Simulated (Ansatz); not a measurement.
# GaCo (Pm-3m) at temperature and pressure, part 2 of 2

How does compression alter the response of GaCo to heat?

Ansatz 0.2.0; DFT PBE, scalar-relativistic, plane waves, PAW.

So far, isothermal bulk modulus at 298 K (GPa): step 6 (the quasi-harmonic study, pressure 2 GPa) 173.

## 8. Relaxation under pressure, pressure 10 GPa

This step: DFT PBE, scalar-relativistic, plane waves, PAW (Ansatz 0.2.0).

The input, input.yaml:

```yaml
crystal:
  lattice:
    - [2.8818136283, 0.0, 0.0]
    - [0.0, 2.8818136283, 0.0]
    - [0.0, 0.0, 2.8818136283]
  atoms:
    - { symbol: Ga, position: [0.5, 0.5, 0.5] }
    - { symbol: Co, position: [0.0, 0.0, 0.0], spin: 0.13 }
kpoints:
  mp_grid: { grid: [16, 16, 16] }
hamiltonian:
  xc: pbe
scf:
  occupations: { method: gaussian, width: 0.15 }
  lower_state_search: "off"
output:
  forces: true
  stress: true
  eigenvalues: true
  populations: true
magnetization:
  spin_polarized: true
relax:
  adjacent_minimum: "off"
  f_tol: 0.001
  max_steps: 60
  cell: { stress_tol: 0.05, p_target: 10.0 }
```

Launch:

```sh
ansatz run input.yaml --threads 8 --pin off --max-ram 16384MiB --backend cpu --events-out ev --progress --plain --runs-dir out
```

The job ended after 9.4 s (8 threads of Arm Neoverse V1, shared host; peak memory 0.48 GiB).

Step by step:

```tsv
step	energy less that of the first step (eV)	largest force component (eV/Å)	pressure (GPa)	volume (Å³)
1	0.0000	0.0000	0.01	23.93
2	0.0181	0.0000	7.14	23.06
3	0.0358	0.0000	10.28	22.73
4	0.0340	0.0000	9.99	22.76
5*	0.0349	0.0000	10.00	22.76
```

Relaxation steps marked * repeat the geometry before them on a plane-wave basis chosen anew for their cell, so energy and pressure can jump there.

Forces are held to the 48 operations that the run works with; a distortion that breaks them can't arise in this run.

```tsv
conventional cell, symmetrised	before	after	change
a (Å)	2.882	2.834	-1.7 %
b (Å)	2.882	2.834	-1.7 %
c (Å)	2.882	2.834	-1.7 %
volume (Å³/atom)	11.97	11.38	-4.9 %
```

The relaxed structure:

```xyz
2
Lattice="2.8338 0.0000 0.0000 0.0000 2.8338 0.0000 0.0000 0.0000 2.8338" Properties=species:S:1:pos:R:3 pbc="T T T"
Ga    1.4169    1.4169    1.4169
Co    0.0000    0.0000    0.0000
```

This step gave:

```
pressure        : 9.999 GPa
volume per atom : 11.38 Å³/atom
```

No moment survives the cycle: this start ends non-magnetic.

## 9. Phonons on strained cells, pressure 10 GPa

input.yaml, the sections that differ from step 8:

```yaml
crystal:
  lattice:
    - [2.8338449869, 0.0, 0.0]
    - [0.0, 2.8338449869, 0.0]
    - [0.0, 0.0, 2.8338449869]
  atoms:
    - { symbol: Ga, position: [0.5, 0.5, 0.5] }
    - { symbol: Co, position: [0.0, 0.0, 0.0] }
output:
  eigenvalues: true
phonons:
  method: dfpt
  qmesh: [4, 4, 4]
  temperatures: { t_max: 530.0, t_step: 50 }
  thermal_expansion: { pressure: 10.0 }
# kpoints, hamiltonian, scf: as in step 8
# magnetization: removed
# relax: removed
```

Wall time 32 min (8 threads); peak memory 3.5 GiB; 3.9 h of CPU time.

This step gave:

```
pressure                                         : 9.983 GPa
volume expansion coefficient at 298 K            : 32.43 1e-6/K
C_P at 298 K                                     : 23.94 J/mol-atom/K
entropy at 298 K                                 : 28.7 J/mol-atom/K
isothermal bulk modulus at 298 K                 : 211.4 GPa
Grüneisen parameter at 298 K                     : 2.021
volume at 298 K                                  : 11.50 Å³/atom
principal linear expansion coefficients at 298 K : 10.81, 10.81, 10.81 1e-6/K
```

Strained cells of the study; zero-point energy where phonons were solved; the pressures are stresses at a fixed cutoff and can carry an offset from the finite basis. Expansion cells, by row:

```tsv
cell	|a| (Å)	|b| (Å)	|c| (Å)	V (Å³/atom)	E - E_lowest (meV/atom)	pressure, compression positive (GPa)	gap (eV)	zero-point energy (meV/atom)
1	2.834	2.834	2.834	11.38	16.01	9.889	-	-
2	2.857	2.857	2.857	11.65	3.28	4.852	-	-
3	2.811	2.811	2.811	11.11	37.36	15.49	-	-
4	2.834	2.834	2.834	11.38	15.89	9.852	-	37.55
5	2.848	2.848	2.848	11.55	6.987	6.638	-	36.41
6	2.841	2.841	2.841	11.47	10.77	8.124	-	36.94
7	2.857	2.857	2.857	11.65	3.275	4.849	-	35.74
8	2.806	2.806	2.806	11.05	43.97	16.95	-	-
9	2.82	2.82	2.82	11.21	28.17	13.29	-	-
10	2.868	2.868	2.868	11.79	0	2.543	-	-
```

Quasi-harmonic; a, b, c are the run's own cell vectors. Expansion, by row:

```tsv
T (K)	a (Å)	b (Å)	c (Å)	alpha (deg)	beta (deg)	gamma (deg)	cell volume (Å³/cell)	alpha_a (1e-6/K)	alpha_b (1e-6/K)	alpha_c (1e-6/K)	alpha_V (1e-6/K)	C_P (J/mol-atom/K)	C_V (J/mol-atom/K)	S (J/mol-atom/K)	B_T (GPa)	B_S (GPa)	Grueneisen	extrapolation	fit error (1e-6/K)
0	2.838	2.838	2.838	90	90	90	22.86	0	0	0	0	0	0	0	219.7	219.7	-	0	0
50	2.838	2.838	2.838	90	90	90	22.86	1.66	1.66	1.66	4.98	4.039	4.037	1.359	219.6	219.7	1.866	0	0
100	2.839	2.839	2.839	90	90	90	22.87	5.82	5.82	5.82	17.47	13.44	13.4	7.22	218.5	219.2	1.963	0	0
150	2.84	2.84	2.84	90	90	90	22.9	8.25	8.25	8.25	24.76	18.73	18.6	13.79	216.9	218.5	1.991	0	0.01
200	2.841	2.841	2.841	90	90	90	22.93	9.54	9.54	9.54	28.63	21.45	21.21	19.6	215.1	217.6	2.005	0	0.01
250	2.842	2.842	2.842	90	90	90	22.96	10.31	10.31	10.31	30.93	23	22.64	24.56	213.2	216.6	2.014	0	0.01
298.1	2.844	2.844	2.844	90	90	90	23	10.81	10.81	10.81	32.43	23.94	23.49	28.7	211.4	215.5	2.021	0	0.01
300	2.844	2.844	2.844	90	90	90	23	10.83	10.83	10.83	32.48	23.97	23.51	28.85	211.3	215.5	2.021	0	0.01
350	2.845	2.845	2.845	90	90	90	23.04	11.2	11.2	11.2	33.61	24.65	24.08	32.6	209.4	214.4	2.027	0	0.01
400	2.847	2.847	2.847	90	90	90	23.08	11.51	11.51	11.51	34.53	25.16	24.47	35.92	207.4	213.2	2.033	0	0.01
450	2.849	2.849	2.849	90	90	90	23.12	11.77	11.77	11.77	35.31	25.56	24.76	38.91	205.4	212	2.038	0	0.01
500	2.85	2.85	2.85	90	90	90	23.16	12	12	12	36	25.9	24.98	41.62	203.3	210.8	2.044	0	0.03
```

Table of expansion coefficient by temperature; values in 1e-6/K:

```tsv
temperature (K)	volume	principal 1
0	0	0
50	4.98	1.66
100	17.5	5.82
150	24.8	8.25
200	28.6	9.54
250	30.9	10.3
298	32.4	10.8
300	32.5	10.8
350	33.6	11.2
400	34.5	11.5
450	35.3	11.8
500	36	12
```

Changing the pressure (2 → 10 GPa) takes the volume expansion at 298 K from 41.6 to 32.4 × 10⁻⁶/K and B_T from 173 to 211 GPa.

## 10. What came out

| Item | Value |
| --- | --- |
| settings of these figures | PBE, 487.2 eV, k 16×16×16, q 4×4×4, 2 GPa |
| volume expansion coefficient at 298 K | 41.60 1e-6/K |
| C_P at 298 K | 24.47 J/mol-atom/K |
| entropy at 298 K | 30.77 J/mol-atom/K |
| isothermal bulk modulus at 298 K | 173.2 GPa |
| Grüneisen parameter at 298 K | 2.183 |
| volume at 298 K | 11.99 Å³/atom |
| principal linear expansion coefficients at 298 K | 13.87, 13.87, 13.87 1e-6/K |

**Reading.** Near room temperature and at 2 GPa GaCo expands by 41.6 × 10⁻⁶/K in volume by PBE, with C_P = 24.5 J/(mol K) per mole of atoms and B_T = 173 GPa. C_P at room temperature is 98 % of the classical 3R an atom; C_V is 96 %, and the rest is expansion work. In this metal the study includes the electrons' free energy, which adds a term that grows with temperature, so the heat capacities need not level off at 3R. The log notes that a few bands missed the eigensolver's threshold in the phonon runs. Going from 2 to 10 GPa changes the volume expansion at 298 K from 41.6 to 32.4 × 10⁻⁶/K; since α = γC_V/(B V), it follows the bulk modulus (173 → 211 GPa) and the Grüneisen parameter (2.2 → 2.0). The run has no spin polarisation although the cell holds an element with an open d or f shell; a magnetic state could change the volume and the force constants.

[Logs are printed without paths, hosts, clocks, repeated set-up lines and the standing remarks that a program may print on its own settings, such as how far it seeks lower states.]

[Hosts, paths, dates, database ids (printed as entryN), source tags and the programs' standing remarks are cut or masked in the printed files.]

[A step with changed settings may run another functional than the one named; its input shows which.]
